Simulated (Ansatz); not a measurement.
# Ti (P6_3/mmc, 2 atoms in the cell): zone-centre modes under pressure, part 2 of 2

Wanted: Grüneisen parameters and pressure coefficients of the modes of Ti (P6_3/mmc, 2 atoms in the cell).

Ansatz 0.2.0; DFT PBEsol, scalar-relativistic, plane waves, PAW; PAW set soft_1.

So far. Step 3 (Tight relaxation): The forces vanish by symmetry and the pressure is -0.005 GPa, within the tolerances set. The cell now holds 16.72 Å³/atom.

## 4. Zone-centre response at rest

Phonons follow from the second derivative of the energy, found here by linear response.

The modes at rest are the reference of the series.

input.yaml

```yaml
crystal:
  lattice:
    - [2.9004419688, 0.0, 0.0]
    - [-1.4502209844, 2.5118564272, 0.0]
    - [0.0, 0.0, 4.5887404171]
  atoms:
    - { symbol: Ti, position: [0.3333333333, 0.6666666667, 0.25] }
    - { symbol: Ti, position: [0.6666666667, 0.3333333333, 0.75] }
kpoints:
  mp_grid: { grid: [18, 18, 12] }
hamiltonian:
  xc: pbesol
  pseudopotentials: { kind: paw, azcp: { folder: soft_1 }, xc_functional: pbe }
scf:
  occupations: { method: methfessel_paxton, width: 0.2 }
output:
  eigenvalues: true
phonons:
  method: dfpt
```

Launch:

```bash
$ ansatz run input.yaml --threads 4 --pin off --max-ram 10240MiB --backend cpu --events-out ev --progress --plain --runs-dir out
```

Numbers of over 12 decimals in the logs are rounded to 6 here.

Log:

```text
zone centre: on kpoints.mp_grid the ground state, and the responses unless they are solved on pairs of k-points, stand on 637 of the mesh's 3888 k-points, reduced under 4 symmetry operations, with k and −k counted as one. Each operation leaves every solved displacement unchanged or reverses it
[...]
Crystal: 2 atoms, lattice volume = 33.431 Å³
Basis set: ecut = 420 eV, 627 PW (Γ), exchange–correlation on 40×40×64 points (8 copies of the dense FFT grid, shifted against one another)
Bands: 16, of which v1, the nominal top of the filled ones, is band 12 counted from 1 (11 counted from 0)
Symmetry: 24 space group operations
k-points: 637 of 3888 (irreducible under 4 space group operations, time reversal used)
[...]
SCF iter   1: F=—  HF=-4948.270796 eV  |F-HF|=—  |Δ(HF+E_count)|=         —  Δρ=6.44e-2  dr2=1.41e0  ethr=3.10e-3  ⟨swp⟩=4.4  Hψ=89390  notcnv=0
automatic band count: the SCF goes on with 20 bands, as 16 were too few: they end inside the smearing window of the response
[...]
SCF iter   2: F=—  HF=-4947.956077 eV  |F-HF|=—  |Δ(HF+E_count)|=   3.15e-1  S|Δr|=    0.00e0  Δρ=3.68e-2  dr2=4.87e-1  ethr=3.10e-3  ⟨swp⟩=2.0  Hψ=21455  notcnv=0  defer=877
[...]
SCF iter   8: F=-4947.798770 eV  HF=-4947.798770 eV  |F-HF|=9.09e-13  |Δ(HF+E_count)|=  8.46e-11  S|Δr|=    0.00e0  Δρ=4.43e-8  dr2=2.48e-13  ethr=1.00e-12  ⟨swp⟩=8.9  Hψ=50472  notcnv=0
SCF 1 converged in 8 iterations: F = -4947.798770 eV  dr2 = 2.48e-13
[...]
DFPT response loops at Γ: preconditioner auto → Kerker (q_TF=auto, 2.582 Å⁻¹) (partly filled bands, converged f_vac=0.000); β = 1.00, the filter's whole step (`scf.mixing.beta` (0.50) is not read by the response loops under this deck's `scf.mixing.preconditioner`; to damp them name `kerker` or `kerker_dos`, under which they read `scf.mixing.beta`, and type it under 1.00, their step now; both keys bind the ground state too); Broyden in place of MSR1
SCF converged after 8 iterations
[...]
Free energy (F): -4947.798770 eV
[...]
Internal energy: -4947.803489 eV  (E = F + TS)
E sigma→0 (E₀):  -4947.799950 eV
Entropy (-TS):   0.004719 eV (2.360 meV/atom)
Fermi energy:    13.784615 eV
Step filling:    the computed levels leave a gap of 0.0000 eV = 0.0 smearing widths at the electron count; against every level under it full and every level over it empty, smearing changes F+E_penalty+E_count by +2.141 meV and its σ→0 estimate by +0.961 meV
[...]
--- Band table (eV; the first three rows and the last of 637) ---
  k-point 0: bands = [... 8 lower, 7.5017, 10.9861, 14.5662, 14.5662, 14.6579, 14.7029, 15.1003, 15.1003, ... 4 higher]
  k-point 1: bands = [... 8 lower, 7.5627, 10.9622, 14.5325, 14.5325, 14.5456, 14.6681, 15.0648, 15.0648, ... 4 higher]
  k-point 2: bands = [... 8 lower, 7.7434, 10.8752, 14.2744, 14.4634, 14.4634, 14.5675, 14.9688, 14.9688, ... 4 higher]
  k-point 636: bands = [... 8 lower, 11.6971, 11.6971, 13.1877, 13.1877, 13.6753, 13.6753, 15.3961, 15.3961, ... 4 higher]
--- Phonons (Γ-DFPT): 2 representative perturbations + reference, on 637 of 3888 k-points (Σ response iterations 6) ---
  k mesh reduced under 4 symmetry operations, with k and −k counted as one. Each operation leaves every solved displacement unchanged or reverses it
  ASR residual: 1.046e-5 → 0.000e0 eV/Å²; symmetrization residual: 4.547e-13 eV/Å²
  ASR residual per site (eV/Å²): 1.05e-5 1.05e-5
  Γ frequencies (cm⁻¹): 0.00 0.00 0.00 127.75 127.75 192.14
  non-analytic LO–TO correction: not included (Born effective charges unavailable; polar crystals: no LO–TO splitting at Γ)
```

Elapsed: 15 s, on 4 threads of INTEL XEON PLATINUM 8581C at 2.30GHz (Emerald Rapids), shared host; peak memory 1.5 GiB.

Reading the cycles: dr2 is the Hartree energy of the density residual (eV), the measure of convergence; HF is the Harris–Foulkes estimate of the energy, which meets the free energy F at convergence.

Numbers from this step:

| Quantity | Value |
| --- | --- |
| sum-rule residual before enforcement | 1.05e-5 eV/Å² |
| point group | 6/mmm |
| highest optical mode at the zone centre (no LO-TO term) | 192.1 cm⁻¹ |
| lowest optical zone-centre mode | 127.8 cm⁻¹ |

Patterns of degenerate modes are one choice out of their space. Modes at Γ:

| mode | frequency (cm⁻¹) | symmetry |
| --- | --- | --- |
| 1 | 0.0 | acoustic |
| 2 | 0.0 | acoustic |
| 3 | 0.0 | acoustic |
| 4 | 127.8 | E2g |
| 5 | 127.8 | E2g |
| 6 | 192.1 | B1g |

Displacements in mode 5 (127.8 cm⁻¹), the largest set to 1:
```
Ti1  0.00 -1.00  0.00
Ti2  0.00  1.00  0.00
```

Displacements in mode 6 (192.1 cm⁻¹), the largest set to 1:
```
Ti1  0.00  0.00 -1.00
Ti2  0.00  0.00  1.00
```

Before it was imposed, the acoustic sum rule was missed by 1.0e-5 eV/Å². Small misses are needed for a sound result but don't prove that mesh and cutoff are converged. The lowest optical mode is real, 128 cm⁻¹.

## 5. Relaxation of a member: 1.06 times the volume at rest

The cell is set to 1.06 times the volume at rest, and shape and atoms relax at that volume.

input.yaml, the sections that differ from step 4:

```yaml
crystal:
  lattice:
    - [2.9584170946, 0.0, 0.0]
    - [-1.4792085473, 2.5620643589, 0.0]
    - [0.0, 0.0, 4.6752938322]
  atoms:
    - { symbol: Ti, position: [0.3333333333, 0.6666666667, 0.25] }
    - { symbol: Ti, position: [0.6666666667, 0.3333333333, 0.75] }
output:
  forces: true
  stress: true
  eigenvalues: true
relax:
  adjacent_minimum: "off"
  f_tol: 0.001
  max_steps: 60
  cell: { stress_tol: 0.01, fix: [volume] }
# kpoints, hamiltonian, scf: as in step 4
# phonons: removed
```

Log:

```text
[...]
Crystal: 2 atoms, lattice volume = 35.437 Å³
Basis set: ecut = 420 eV, 687 PW (Γ), exchange–correlation on 40×40×64 points (8 copies of the dense FFT grid, shifted against one another)
Bands: 16, of which v1, the nominal top of the filled ones, is band 12 counted from 1 (11 counted from 0)
Symmetry: 24 space group operations
[...]
k-points: 259 of 3888
[...]
k-point 258: bands = [... 8 lower, 11.6314, 11.6314, 11.7918, 11.7918, 12.6329, 12.6329, 14.5026, 14.5026]
--- Relaxed structure (2 steps of the walk, 2 accepted, 1 SCFs on fresh bases) ---
[...]
cell:  # Å, volume = 35.4371 Å³
    - [2.958913, 0.0, 0.0]
    - [-1.479457, 2.562494, 0.0]
    - [0.0, 0.0, 4.673725]
  atoms:
    - { symbol: Ti, position: [0.333333, 0.666667, 0.250000] }
    - { symbol: Ti, position: [0.666667, 0.333333, 0.750000] }
[key lines of the parts left out:]
SCF converged after 4 iterations
Free energy (F): -4947.757525 eV
Fermi energy:    12.867610 eV
P = ⅓ Tr σ = -6.2968 GPa (-62.968 kbar)
```

The job ended after 3 s (4 threads; peak memory 0.51 GiB).

Little changed from the start: no atom moved by 0.005 Å and no cell edge by 0.1 %.

This step gave:

```yaml
pressure: -6.297 GPa
volume_per_atom: 17.72 Å³
```

The forces vanish by symmetry, at a pressure of -6.30 GPa.

## 6. Modes of this member: 1.06 times the volume at rest

The zone-centre modes follow for 1.06 times the volume at rest.

input.yaml, the sections that differ from step 5:

```yaml
crystal:
  lattice:
    - [2.9589134218, 0.0, 0.0]
    - [-1.4794567109, 2.5624941909, 0.0]
    - [0.0, 0.0, 4.6737254991]
  atoms:
    - { symbol: Ti, position: [0.3333333333, 0.6666666667, 0.25] }
    - { symbol: Ti, position: [0.6666666667, 0.3333333333, 0.75] }
output:
  eigenvalues: true
phonons:
  method: dfpt
# kpoints, hamiltonian, scf: as in step 5
# relax: removed
```

Log:

```text
[...]
Crystal: 2 atoms, lattice volume = 35.437 Å³
Basis set: ecut = 420 eV, 687 PW (Γ), exchange–correlation on 40×40×64 points (8 copies of the dense FFT grid, shifted against one another)
Bands: 16, of which v1, the nominal top of the filled ones, is band 12 counted from 1 (11 counted from 0)
Symmetry: 24 space group operations
k-points: 637 of 3888 (irreducible under 4 space group operations, time reversal used)
[...]
SCF iter   1: F=—  HF=-4948.252875 eV  |F-HF|=—  |Δ(HF+E_count)|=         —  Δρ=6.42e-2  dr2=1.53e0  ethr=3.10e-3  ⟨swp⟩=4.3  Hψ=88963  notcnv=0
[...]
SCF iter   8: F=-4947.757525 eV  HF=-4947.757525 eV  |F-HF|=0.00e0  |Δ(HF+E_count)|=  1.08e-10  S|Δr|=    0.00e0  Δρ=4.77e-8  dr2=2.32e-13  ethr=1.00e-12  ⟨swp⟩=9.0  Hψ=51244  notcnv=0
SCF 1 converged in 8 iterations: F = -4947.757525 eV  dr2 = 2.32e-13
[...]
SCF converged after 8 iterations
[...]
Free energy (F): -4947.757525 eV
[...]
Internal energy: -4947.762830 eV  (E = F + TS)
E sigma→0 (E₀):  -4947.758852 eV
Entropy (-TS):   0.005305 eV (2.652 meV/atom)
Fermi energy:    12.867610 eV
[...]
--- Band table (eV; the first three rows and the last of 637) ---
  k-point 0: bands = [... 8 lower, 6.7111, 10.2135, 13.5961, 13.6165, 13.6165, 13.7490, 14.1086, 14.1086, ... 4 higher]
  k-point 1: bands = [... 8 lower, 6.7691, 10.1834, 13.4929, 13.5844, 13.5844, 13.7167, 14.0757, 14.0757, ... 4 higher]
  k-point 2: bands = [... 8 lower, 6.9409, 10.0776, 13.2485, 13.5189, 13.5189, 13.6233, 13.9866, 13.9866, ... 4 higher]
  k-point 636: bands = [... 8 lower, 10.8769, 10.8769, 12.2962, 12.2962, 12.7549, 12.7549, 14.3831, 14.3831, ... 4 higher]
[...]
ASR residual: 1.454e-6 → 0.000e0 eV/Å²; symmetrization residual: 1.281e-12 eV/Å²
  ASR residual per site (eV/Å²): 1.45e-6 1.45e-6
  Γ frequencies (cm⁻¹): 0.00 0.00 0.00 130.17 130.17 153.89
[...]
```

Elapsed: 15 s, on 4 threads; peak memory 1.5 GiB.

This step gave:

* sum-rule residual before enforcement: 1.45e-6 eV/Å²
* highest optical mode at the zone centre (no LO-TO term): 153.9 cm⁻¹
* lowest optical zone-centre mode: 130.2 cm⁻¹

Patterns of degenerate modes are one choice out of their space. Modes at Γ:

| mode | frequency (cm⁻¹) | symmetry |
| --- | --- | --- |
| 1 | 0.0 | acoustic |
| 2 | 0.0 | acoustic |
| 3 | 0.0 | acoustic |
| 4 | 130.2 | E2g |
| 5 | 130.2 | E2g |
| 6 | 153.9 | B1g |

Displacements in mode 5 (130.2 cm⁻¹), the largest set to 1:
```
Ti1  0.00  1.00  0.00
Ti2  0.00 -1.00  0.00
```

Displacements in mode 6 (153.9 cm⁻¹), the largest set to 1:
```
Ti1  0.00  0.00  1.00
Ti2  0.00  0.00 -1.00
```

The lowest optical mode is real, 130 cm⁻¹, and the highest lies at 153.9 cm⁻¹.

Between step 4 and this run (volume ratio 1.06) the value for the highest optical mode at the zone centre (no LO-TO term) moves from 192 cm⁻¹ to 154 cm⁻¹ (-20 %).

## 7. A member of the series: 0.9 times the volume at rest

The cell is set to 0.9 times the volume at rest, and shape and atoms relax at that volume.

input.yaml, the sections that differ from step 6:

```yaml
crystal:
  lattice:
    - [2.797665886, 0.0, 0.0]
    - [-1.398832943, 2.4228497286, 0.0]
    - [0.0, 0.0, 4.4388724607]
  atoms:
    - { symbol: Ti, position: [0.3333333333, 0.6666666667, 0.25] }
    - { symbol: Ti, position: [0.6666666667, 0.3333333333, 0.75] }
output:
  forces: true
  stress: true
  eigenvalues: true
relax:
  adjacent_minimum: "off"
  f_tol: 0.001
  max_steps: 60
  cell: { stress_tol: 0.01, fix: [volume] }
# kpoints, hamiltonian, scf: as in step 6
# phonons: removed
```

Log:

```text
[...]
Crystal: 2 atoms, lattice volume = 30.088 Å³
Basis set: ecut = 420 eV, 591 PW (Γ), exchange–correlation on 40×40×60 points (8 copies of the dense FFT grid, shifted against one another)
Bands: 16, of which v1, the nominal top of the filled ones, is band 12 counted from 1 (11 counted from 0)
Symmetry: 24 space group operations
[...]
k-points: 259 of 3888
[...]
k-point 258: bands = [... 8 lower, 14.0952, 14.0952, 14.2542, 14.2542, 15.4254, 15.4254, 17.4835, 17.4835]
--- Relaxed structure (3 steps of the walk, 3 accepted, 1 SCFs on fresh bases) ---
[...]
cell:  # Å, volume = 30.0881 Å³
    - [2.796808, 0.0, 0.0]
    - [-1.398404, 2.422106, 0.0]
    - [0.0, 0.0, 4.441598]
  atoms:
    - { symbol: Ti, position: [0.333333, 0.666667, 0.25] }
    - { symbol: Ti, position: [0.666667, 0.333333, 0.750000] }
[key lines of the parts left out:]
SCF converged after 4 iterations
Free energy (F): -4947.652675 eV
Fermi energy:    15.566017 eV
P = ⅓ Tr σ = 15.1386 GPa (151.386 kbar)
```

The job ended after 3.3 s (4 threads; peak memory 0.5 GiB).

Little changed from the start: no atom moved by 0.005 Å and no cell edge by 0.1 %.

Numbers from this step:

```
pressure        : 15.14 GPa
volume per atom : 15.04 Å³
```

The forces vanish by symmetry, at a pressure of 15.14 GPa.

## 8. Modes of this member: 0.9 times the volume at rest

The zone-centre modes follow for 0.9 times the volume at rest.

input.yaml, the sections that differ from step 7:

```yaml
crystal:
  lattice:
    - [2.796807527, 0.0, 0.0]
    - [-1.3984037635, 2.4221063678, 0.0]
    - [0.0, 0.0, 4.4415975185]
  atoms:
    - { symbol: Ti, position: [0.3333333333, 0.6666666667, 0.25] }
    - { symbol: Ti, position: [0.6666666667, 0.3333333333, 0.75] }
output:
  eigenvalues: true
phonons:
  method: dfpt
# kpoints, hamiltonian, scf: as in step 7
# relax: removed
```

Log:

```text
[...]
Crystal: 2 atoms, lattice volume = 30.088 Å³
Basis set: ecut = 420 eV, 591 PW (Γ), exchange–correlation on 40×40×60 points (8 copies of the dense FFT grid, shifted against one another)
Bands: 16, of which v1, the nominal top of the filled ones, is band 12 counted from 1 (11 counted from 0)
Symmetry: 24 space group operations
k-points: 637 of 3888 (irreducible under 4 space group operations, time reversal used)
[...]
k-point 2: bands = [... 8 lower, 9.3614, 12.4283, 16.2844, 16.2844, 16.3133, 16.3781, 16.8622, 16.8622, ... 4 higher]
  k-point 636: bands = [... 8 lower, 13.2872, 13.2872, 14.9152, 14.9152, 15.4815, 15.4815, 17.3519, 17.3519, ... 4 higher]
[...]
ASR residual: 1.347e-5 → 0.000e0 eV/Å²; symmetrization residual: 4.676e-13 eV/Å²
  ASR residual per site (eV/Å²): 1.35e-5 1.35e-5
  Γ frequencies (cm⁻¹): 0.00 0.00 0.00 112.85 112.85 256.01
[...]
[key lines of the parts left out:]
SCF converged after 8 iterations
Free energy (F): -4947.652675 eV
Fermi energy:    15.566018 eV
```

Elapsed: 14 s, on 4 threads; peak memory 1.4 GiB.

Numbers from this step:

```yaml
sum_rule_residual_before_enforcement: 1.35e-5 eV/Å²
highest_optical_mode_at_the_zone_centre_no_lo_to_term: 256.0 cm⁻¹
lowest_optical_zone_centre_mode: 112.8 cm⁻¹
```

Patterns of degenerate modes are one choice out of their space. Modes at Γ:

| mode | frequency (cm⁻¹) | symmetry |
| --- | --- | --- |
| 1 | 0.0 | acoustic |
| 2 | 0.0 | acoustic |
| 3 | 0.0 | acoustic |
| 4 | 112.8 | E2g |
| 5 | 112.8 | E2g |
| 6 | 256.0 | B1g |

Displacements in mode 5 (112.8 cm⁻¹), the largest set to 1:
```
Ti1  0.00  1.00  0.00
Ti2  0.00 -1.00  0.00
```

Displacements in mode 6 (256.0 cm⁻¹), the largest set to 1:
```
Ti1  0.00  0.00 -1.00
Ti2  0.00  0.00  1.00
```

The lowest optical mode is real, 113 cm⁻¹, and the highest lies at 256.0 cm⁻¹.

For the highest optical mode at the zone centre (no LO-TO term), step 4 gave 192 cm⁻¹; this run, with volume ratio 0.9, gives 256 cm⁻¹ (+33 %).

## 9. All members side by side

The members are set side by side, also those not shown above.

Each row is one cell with its response, relaxed at fixed volume as far as symmetry leaves anything free; energies are extrapolated to zero smearing, and E0 is that at rest; shape and atoms are relaxed in each cell where symmetry leaves them free; all runs use 18×18×12 k points and Methfessel-Paxton smearing of 0.2 eV. State of the crystal along the series:

| volume ratio | V (Å³/atom) | pressure (GPa) | E - E0 (meV/atom) | first cell vector (Å) | third cell vector (Å) |
| --- | --- | --- | --- | --- | --- |
| 0.9 | 15.04 | 15.14 | 73.26 | 2.797 | 4.442 |
| 0.92 | 15.38 | 11.54 | 45.42 | 2.818 | 4.471 |
| 0.94 | 15.71 | 8.255 | 24.77 | 2.839 | 4.501 |
| 0.96 | 16.05 | 5.251 | 10.69 | 2.86 | 4.53 |
| 0.98 | 16.38 | 2.504 | 2.6 | 2.88 | 4.56 |
| 0.99 | 16.55 | 1.221 | 0.6447 | 2.89 | 4.574 |
| 1 | 16.72 | -0.00489 | 0 | 2.9 | 4.589 |
| 1.02 | 17.05 | -2.296 | 2.41 | 2.92 | 4.617 |
| 1.04 | 17.38 | -4.388 | 9.393 | 2.94 | 4.646 |
| 1.06 | 17.72 | -6.297 | 20.55 | 2.959 | 4.674 |

Each mode is tracked from rest by its pattern, and modes that stay within 0.3 cm⁻¹ of each other stand once; shape and atoms are relaxed in each cell where symmetry leaves them free; all runs use 18×18×12 k points and Methfessel-Paxton smearing of 0.2 eV. Optical modes along the series:

| V (Å³/atom) | mode 4 E2g (cm⁻¹) | mode 6 B1g (cm⁻¹) |
| --- | --- | --- |
| 15.04 | 112.8 | 256 |
| 15.38 | 117.5 | 243 |
| 15.71 | 121.1 | 230.2 |
| 16.05 | 124 | 217.5 |
| 16.38 | 126.1 | 204.8 |
| 16.55 | 127 | 198.4 |
| 16.72 | 127.8 | 192.1 |
| 17.05 | 128.9 | 179.5 |
| 17.38 | 129.7 | 166.8 |
| 17.72 | 130.2 | 153.9 |

From cubic fits (parabolas where under five rows exist) of ln ω and P against ln V through the rows within about 4 % of rest: γ = −d ln ω / d ln V and dω/dP = γ ω / B. Slopes at rest:

| mode | fitted frequency at rest (cm⁻¹) | Grüneisen parameter γ | dω/dP (cm⁻¹/GPa) |
| --- | --- | --- | --- |
| mode 4 E2g | 127.8 | -0.54 | -0.57 |
| mode 6 B1g | 192.1 | 3.29 | 5.28 |

## 10. Outcome

| Property | Result |
| --- | --- |
| members | 10 |
| highest optical mode at the zone centre (no LO-TO term), at rest | 192.1 cm⁻¹ |
| bulk modulus at rest | 120 GPa |
| mode 4 E2g, γ | -0.54 |
| mode 6 B1g, γ | 3.29 |

In words: The series spans -6.3 to 15.1 GPa, and the slope at rest gives a bulk modulus of 120 GPa. Among the modes in the table of slopes γ runs from -0.54 (mode 4 E2g) to 3.29 (mode 6 B1g). A negative γ means that the mode softens under pressure. One k mesh and one cutoff serve the ground states and modes of all volumes. These are harmonic frequencies at zero temperature: anharmonic shifts, linewidths and thermal expansion are left out. With no gap, or one that is small against the smearing, the frequencies hang on the k mesh and the smearing, most of all near Kohn anomalies. The PAW files were made for PBE; the program adapts parts of them to the functional of the run, but their partial waves stay those of PBE, an approximation that was not tested in this session. Only the zone centre was solved, so an instability at another wavevector cannot show here.

[Logs are printed without paths, hosts, clocks, repeated set-up lines and the standing remarks that a program may print on its own settings, such as how far it seeks lower states.]

[Hosts, paths, dates, database ids (printed as entryN), source tags and the programs' standing remarks are cut or masked in the printed files.]
